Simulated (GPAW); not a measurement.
# Quasiparticle gap of SbP (buckled honeycomb monolayer) in GPAW

Wanted: ground state, empty states, screening and self-energy for SbP (buckled honeycomb monolayer).

Calculated with GPAW 26.7.0; PBE and many-body steps on it, plane waves.

## 1. Set-up

The cell holds 2 atoms: 1 P and 1 Sb. Cell: a = 3.546 Å, b = 3.546 Å, c = 12.300 Å, α = 90.0°, β = 90.0°, γ = 120.0°. Vacuum lies along c.

The start is a generated structure, not a measured one. Spin-orbit coupling is left out unless a step names it.

## 2. Relaxation

This step: GPAW 26.7.0; DFT, PBE, plane waves, PAW.

A relaxation at this level of theory: leftover forces would pass straight into the levels.

Input file run.py:

```python
import json
import numpy as np
from gpaw.mpi import world
from ase import Atoms
from ase.constraints import FixSymmetry
from ase.filters import FrechetCellFilter
from ase.optimize import BFGS
from gpaw import GPAW, PW, FermiDirac

atoms = Atoms(['P', 'Sb'],
    cell=[[3.5455361430, 0.0000000000, 0.0000000000],
      [-1.7727680715, 3.0705243699, 0.0000000000],
      [0.0000000000, 0.0000000000, 12.3000000000]],
    scaled_positions=[[0.3333333333, 0.6666666667, 0.4453309538],
      [0.6666666667, 0.3333333333, 0.5546690462]],
    pbc=(True, True, False))
atoms.set_constraint(FixSymmetry(atoms))
atoms.calc = GPAW(mode=PW(550),
    xc='PBE',
    kpts={'size': (9, 9, 1), 'gamma': True},
    occupations=FermiDirac(0.02),
    convergence={'density': 1e-5},
    txt='relax.txt')
steps = []
opt = BFGS(FrechetCellFilter(atoms, mask=[1, 1, 0, 0, 0, 1]), logfile='bfgs.log')
opt.attach(lambda: steps.append([atoms.get_potential_energy(), atoms.cell[:], atoms.positions.copy(), atoms.get_forces()]))
converged = opt.run(fmax=0.03, steps=50)
res = {'converged': bool(converged), 'steps': steps, 'cell': atoms.cell[:], 'frac': atoms.get_scaled_positions()}

if world.rank == 0:
    with open('result.json', 'w') as f:
        json.dump(res, f, default=lambda x: x.tolist())
```

Run with:

```console
> mpirun -n 4 gpaw python run.py
```

Numbers of over 12 decimals in the logs are rounded to 6 here.

What it wrote:

```text
Step     Time          Energy          fmax
BFGS:    0        -9.222330        2.096915
BFGS:    1        -9.396282        1.135561
BFGS:    2        -9.474091        0.404112
[...]
BFGS:    6        -9.491267        0.049536
BFGS:    7        -9.491354        0.007132
```

Elapsed: 34 s, on 4 MPI ranks of Arm Neoverse V1, shared host; peak memory 0.93 GiB.

The steps of the relaxation:

```csv
step,energy less that of the first step (eV),largest force (eV/Å)
1,0.0000,2.0969
2,-0.1740,0.9522
3,-0.2518,0.0631
4,-0.2588,0.2189
5,-0.2639,0.2511
6,-0.2677,0.1638
7,-0.2689,0.0495
8,-0.2690,0.0048
```

The atoms that moved most (Å):

```csv
atom,dx,dy,dz,length
P1,0.000,0.000,-0.045,0.045
Sb2,0.000,0.000,0.045,0.045
```

The relaxed structure:

```xyz
2
Lattice="3.7275 0.0000 0.0000 -1.8637 3.2281 0.0000 0.0000 0.0000 12.3000" Properties=species:S:1:pos:R:3
P     0.0000    2.1521    5.4325
Sb    1.8637    1.0760    6.8675
```

## 3. Ground state

The ground-state density comes first.

Input file run.py:

```python
import json
import numpy as np
from gpaw.mpi import world
from ase import Atoms
from gpaw import GPAW, PW, FermiDirac

atoms = Atoms(['P', 'Sb'],
    cell=[[3.7274830580, 0.0000000000, 0.0000000000],
      [-1.8637415290, 3.2280950204, 0.0000000000],
      [0.0000000000, 0.0000000000, 12.3000000000]],
    scaled_positions=[[0.3333333333, 0.6666666667, 0.4416642435],
      [0.6666666667, 0.3333333333, 0.5583371245]],
    pbc=(True, True, False))
calc = GPAW(mode=PW(450),
    xc='PBE',
    kpts={'size': (9, 9, 1), 'gamma': True},
    occupations=FermiDirac(0.001),
    nbands=-7,
    convergence={'density': 1e-6, 'bands': -3},
    maxiter=100,
    txt='gs.txt')
atoms.calc = calc
res = {'energy': atoms.get_potential_energy()}
kpts = calc.get_ibz_k_points()
res['kpts'] = kpts
res['eigenvalues'] = [calc.get_eigenvalues(kpt=k) for k in range(len(kpts))]
res['n_electrons'] = calc.get_number_of_electrons()
calc.write('gs.gpw')

if world.rank == 0:
    with open('result.json', 'w') as f:
        json.dump(res, f, default=lambda x: x.tolist())
```

Run with:

```console
> mpirun -n 4 gpaw python run.py
```

What it wrote:

```text
__  _  _
 | _ |_)|_||  |
 |__||  | ||/\| - 26.7.0

Input parameters:
  mode=PW(ecut=450.000000),
  convergence={'density': 1e-06, 'bands': -3},
  kpts=MonkhorstPack(size=(9, 9, 1), gamma=True),
  maxiter=100,
  nbands=-7,
  occupations=Occupations(name='fermi-dirac', width=0.001, fixmagmom=False),
  xc=XC(name='PBE')
  [... matrices ...]
Diagonalizing LCAO Hamiltonian
Converting LCAO to pw mode

           Sb

        P

Atoms  # Å, Bohr magnetons
|   | symbol |         x |        y |        z |    initial magnetic moments |
| 0 |      P | -0.000000 | 2.152063 | 5.432470 | ( 0.0000,  0.0000,  0.0000) |
| 1 |     Sb |  1.863742 | 1.076032 | 6.867547 | ( 0.0000,  0.0000,  0.0000) |

Unit cell  # Å
| periodic |         x |        y |         z |   lengths |     angles |
|      yes |  3.727483 | 0.000000 |  0.000000 |  3.727483 |  90.000000 |
|      yes | -1.863742 | 3.228095 |  0.000000 |  3.727483 |  90.000000 |
|       no |  0.000000 | 0.000000 | 12.300000 | 12.300000 | 120.000000 |

Number of symmetries: 6
Symmetry operations  # r_c * U_cc + t_c -> r_c
|   | kind |            matrix            |
| 0 |  σ   |  1, 1, 0,  0,-1, 0,  0, 0, 1 |
| 1 |  E   |  1, 0, 0,  0, 1, 0,  0, 0, 1 |
| 2 |  C3  |  0, 1, 0, -1,-1, 0,  0, 0, 1 |
| 3 |  σ   |  0,-1, 0, -1, 0, 0,  0, 0, 1 |
| 4 |  σ   | -1, 0, 0,  1, 1, 0,  0, 0, 1 |
| 5 |  C3  | -1,-1, 0,  1, 0, 0,  0, 0, 1 |

BZ-sampling:
  Number of BZ points: 81
  Number of IBZ points: 12

  Monkhorst-Pack size: [9, 9, 1]
  Monkhorst-Pack shift: [0, 0, 0]

K-points  # in reciprocal-cell coordinates
|     |                                coordinates |     weight |
|   0 | (  0.00000000,   0.00000000,   0.00000000) | 0.01234568 |
|   1 | (  0.11111111,   0.00000000,   0.00000000) | 0.07407407 |
|   2 | (  0.22222222,  -0.11111111,   0.00000000) | 0.07407407 |
|   3 | (  0.22222222,   0.00000000,   0.00000000) | 0.07407407 |
|   4 | (  0.33333333,  -0.11111111,   0.00000000) | 0.14814815 |
|   5 | (  0.33333333,   0.00000000,   0.00000000) | 0.07407407 |
|   6 | (  0.33333333,   0.33333333,   0.00000000) | 0.02469136 |
|   7 | (  0.44444444,  -0.22222222,   0.00000000) | 0.07407407 |
|   8 | (  0.44444444,  -0.11111111,   0.00000000) | 0.14814815 |
|   9 | (  0.44444444,   0.00000000,   0.00000000) | 0.07407407 |
| ... |                                            |            |
|  11 | (  0.44444444,   0.44444444,   0.00000000) | 0.07407407 |

Plane wave coefficients: 3239
Cutoff: 450.000000 eV

Spin-components: 1 (collinear spins)
Bands:           17
Projectors:      11
Spin-degeneracy: 2
Datatype:        complex128

  Storage: CPU
  Wave functions: 10_480_704 bytes (2_620_176 per core)
  Projectors: 13_563_264 bytes (3_390_816 per core)
  [... matrices ...]
Parallelization:
  kpt:    4
  domain: 1
  band:   1

Density:
  Valence electrons: 20.0
  Components: 1
  Grid points: [20 20 63]
  Charge: 0.0  # |e|

Potential:
  Grid points: [20 20 63]

species:
  P:
    name:    Phosphorus
    Z:       15.0
    valence: 5
    core:    10
    charge:  0.0  # [|e|]
    compensation charges:
      type: gauss
      rc: 0.30  # [Å]
      lmax: 2
    cutoffs:
      filter: 1.69  # [Å]
      core: 1.81  # [Å]
    projectors
    | kind |    occ | energy [eV] | rcut [Å] |
    |   3s |  2.000 |     -13.968 |    0.953 |
    |   3p |  3.000 |      -5.506 |    0.953 |
    |    s |        |      13.244 |    0.953 |
    |    p |        |      21.705 |    0.953 |
    |    d |        |       0.000 |    0.953 |

    Using partial waves for P as LCAO basis

  Sb:
    name:    Antimony
    Z:       51.0
    valence: 15
    core:    36
    charge:  0.0  # [|e|]
    compensation charges:
      type: gauss
      rc: 0.36  # [Å]
      lmax: 2
    cutoffs:
      filter: 2.23  # [Å]
      core: 2.23  # [Å]
    projectors
    | kind |    occ | energy [eV] | rcut [Å] |
    |   5s |  2.000 |     -12.815 |    1.154 |
    |   5p |  3.000 |      -4.830 |    1.233 |
    |   4d | 10.000 |     -33.514 |    1.196 |
    |    s |        |      14.396 |    1.154 |
    |    p |        |      22.381 |    1.233 |
    |    d |        |      -6.303 |    1.196 |

    Using partial waves for Sb as LCAO basis

Reference energy: -185584.471907  # eV

eigensolver:
  PPCG
  Converge bands: -3
  niter=2

density mixing:
  MSR1-Mixer
  Pratt-step length: 0.05
  Maximum mixing coefficient: 0.75
  Old densities: 10
  SVD Regularization: 0.005
  Good broyden scale: 1.0
  Trust region scale: 1.0
  Backstep threshold: 4.0
  History deletion threshold: 6.0
  Fourier metric: weight=20.0, sigma=0.015

occupation numbers:
  Fermi-Dirac:
    width: 0.0010  # eV

poisson solver:
  ecut: 3600.000000  # eV

xc functional:
  name: PBE with 2 nearest neighbor stencil

Initialization done in: 0.910 s

convergence criteria:
- Maximum integral of absolute [dens]ity change: 1e-06 electrons / valence electron
- Maximum [total energy] change in last 3 cyles: 0.0005 eV / valence electron
- Maximum integral of absolute [eigenst]ate change: 4e-08 eV^2 / valence electron
maximum number of iterations: 100

SCF iterations
|iter     |     time |      energy | eigst |  dens |
|iter:   1|  |   -9.630085 | +1.61 |       |
|iter:   2|  |   -9.578145 | +0.37 | -1.22 |
|iter:   3|  |   -9.464263 | -1.02 | -1.28 |
|iter:   4|  |   -9.450034 | -1.90 | -1.59 |
|iter:   5|  |   -9.450131 | -2.93 | -2.22 |
|iter:   6|  |   -9.450140c| -4.01 | -2.93 |
|iter:   7|  |   -9.450136c| -4.68 | -3.35 |
|iter:   8|  |   -9.450137c| -5.89 | -3.88 |
|iter:   9|  |   -9.450137c| -6.61 | -4.55 |
|iter:  10|  |   -9.450137c| -7.38 | -5.13 |
|iter:  11|  |   -9.450137c| -7.75c| -5.76 |
|iter:  12|  |   -9.450137c| -7.94c| -6.27c|

Converged in 12 steps
SCF loop duration: 3.685 s (0.307 s/step)
Energy contributions relative to reference atoms: (reference = -185584.471907)
  [... matrices ...]
Energy contributions:
  Kinetic:           6.149967
  Coulomb:          -7.404596
  Zero:              0.160530
  External:          0.000000
  Xc:               -8.356038
  Entropy:          -0.000000
  Spinorbit:         0.000000
  ----------------------------
  Free energy:      -9.450137
  Extrapolated:     -9.450137

dipole moment: (1.256094, -0.725205, 0.078174)  # |e|*Ang

Fermi level: -0.760
Eigenvalues  # (at kpt = [0.000, 0.000, 0.000])
| band index |      eig [eV] | occ [0-2] |
|          0 |       -30.161 |     2.000 |
|        ... |               |           |
|          2 |       -30.077 |     2.000 |
|          3 |       -30.077 |     2.000 |
|          4 |       -30.058 |     2.000 |
|          5 |       -14.076 |     2.000 |
|          6 |        -7.960 |     2.000 |
|          7 |        -2.175 |     2.000 |
|          8 |        -1.843 |     2.000 |
|          9 |        -1.843 |     2.000 |
|         10 |         0.496 |     0.000 |
|         11 |         1.846 |     0.000 |
|         12 |         1.846 |     0.000 |
|         13 |         3.156 |     0.000 |
|         14 |         3.562 |     0.000 |
|         15 |         6.059 |     0.000 |
|         16 |         7.219 |     0.000 |

Gap: 1.735 eV
Transition (v -> c):
  (s=0, k=0, n=9, [0.00, 0.00, 0.00]) -> (s=0, k=5, n=10, [0.33, 0.00, 0.00])
Direct/indirect transitions are different
Direct gap: 2.179 eV
Transition at: (s=0, k=5, n=9, [0.33, 0.00, 0.00])
vacuum-level: 3.741  # V
# Writing to gs.gpw (mode='')
  [... matrices ...]
```

Run time: 6.4 s. Hardware: 4 MPI ranks; peak memory 0.71 GiB.

Numbers from this step:

```
total energy               : -9.450 eV
gap                        : 1.735 eV
k of the valence top       : 0, 0, 0
k of the conduction bottom : 0.3333, 0, 0
least direct gap           : 2.179 eV
```

The gap is indirect, with the least direct gap 0.44 eV higher.

## 4. Empty states on the mesh, 9×9×1 mesh, 250 bands

The sums over transitions need many empty states on a uniform mesh; this step solves for them.

Input file run.py:

```python
import json
import numpy as np
from gpaw.mpi import world
from gpaw import GPAW

calc = GPAW('gs.gpw').fixed_density(kpts={'size': (9, 9, 1), 'gamma': True},
    parallel={'domain': 1, 'band': 1},
    txt='nscf.txt')
calc.diagonalize_full_hamiltonian(nbands=250)
calc.write('full.gpw', mode='all')
res = {}
kpts = calc.get_ibz_k_points()
res['kpts'] = kpts
res['eigenvalues'] = [calc.get_eigenvalues(kpt=k) for k in range(len(kpts))]
res['n_electrons'] = calc.get_number_of_electrons()

if world.rank == 0:
    with open('result.json', 'w') as f:
        json.dump(res, f, default=lambda x: x.tolist())
```

Run with:

```console
> mpirun -n 4 gpaw python run.py
```

What it wrote:

```text
Diagonalizing LCAO Hamiltonian
Converting LCAO to pw mode
convergence criteria:
- Maximum integral of absolute [eigenst]ate change: 4e-08 eV^2 / valence electron
maximum number of iterations: 100

SCF iterations
|iter     |     time |      energy | eigst |  dens |
|iter:   1|  |             | +1.69 |       |
|iter:   2|  |             | +0.52 |       |
|iter:   3|  |             | -0.39 |       |
[...]
|iter:  13|  |             | -6.67 |       |
|iter:  14|  |             | -7.32 |       |
|iter:  15|  |             | -7.83c|       |
SCF steps: 15
  __  _  _
 | _ |_)|_||  |
 |__||  | ||/\| - 26.7.0

Input parameters:
  mode=PW(ecut=450.000000),
  convergence={'density': 1e-06, 'bands': -3},
  gpts=array([20, 20, 63]),
  kpts=MonkhorstPack(size=(9, 9, 1), gamma=True),
  maxiter=100,
  nbands=17,
  occupations=Occupations(name='fermi-dirac', width=0.001, fixmagmom=False),
  parallel={'domain': 1, 'band': 1},
  xc=XC(name='PBE')
Matrix size: 3229x3229
# Writing to full.gpw (mode='all')
  [... matrices ...]

timing:  # [seconds]
  Total: 88.433  # ━━━━━━━━━━━━━━━━━━━━━━━━━━━━━━━━━━━━━━━━━━━━━━━━━━━━━━━━━━
```

Wall time 94 s (4 MPI ranks); peak memory 3.9 GiB.

This step gave:

```
gap                                                           : 1.735 eV
k of the valence top                                          : 0, 0, 0
k of the conduction bottom                                    : 0.3333, 0, 0
least direct gap                                              : 2.179 eV
k points computed                                             : 12
lowest point of the top converged band, above the valence top : 78.3472 eV
```

On this mesh the gap is 1.735 eV.

(Continued in part 2 of 2.)

[Paths, hosts, dates, memory and timing lines, banners, echoed tables and standing remarks are left out of the program output.]

[Logs are printed without paths, hosts, clocks, repeated set-up lines and the standing remarks that a program may print on its own settings, such as how far it seeks lower states.]

[Runs of the session that timed out or met a known fault of the program may be left out.]

[Hosts, paths, dates, database ids (printed as entryN), source tags and the programs' standing remarks are cut or masked in the printed files.]
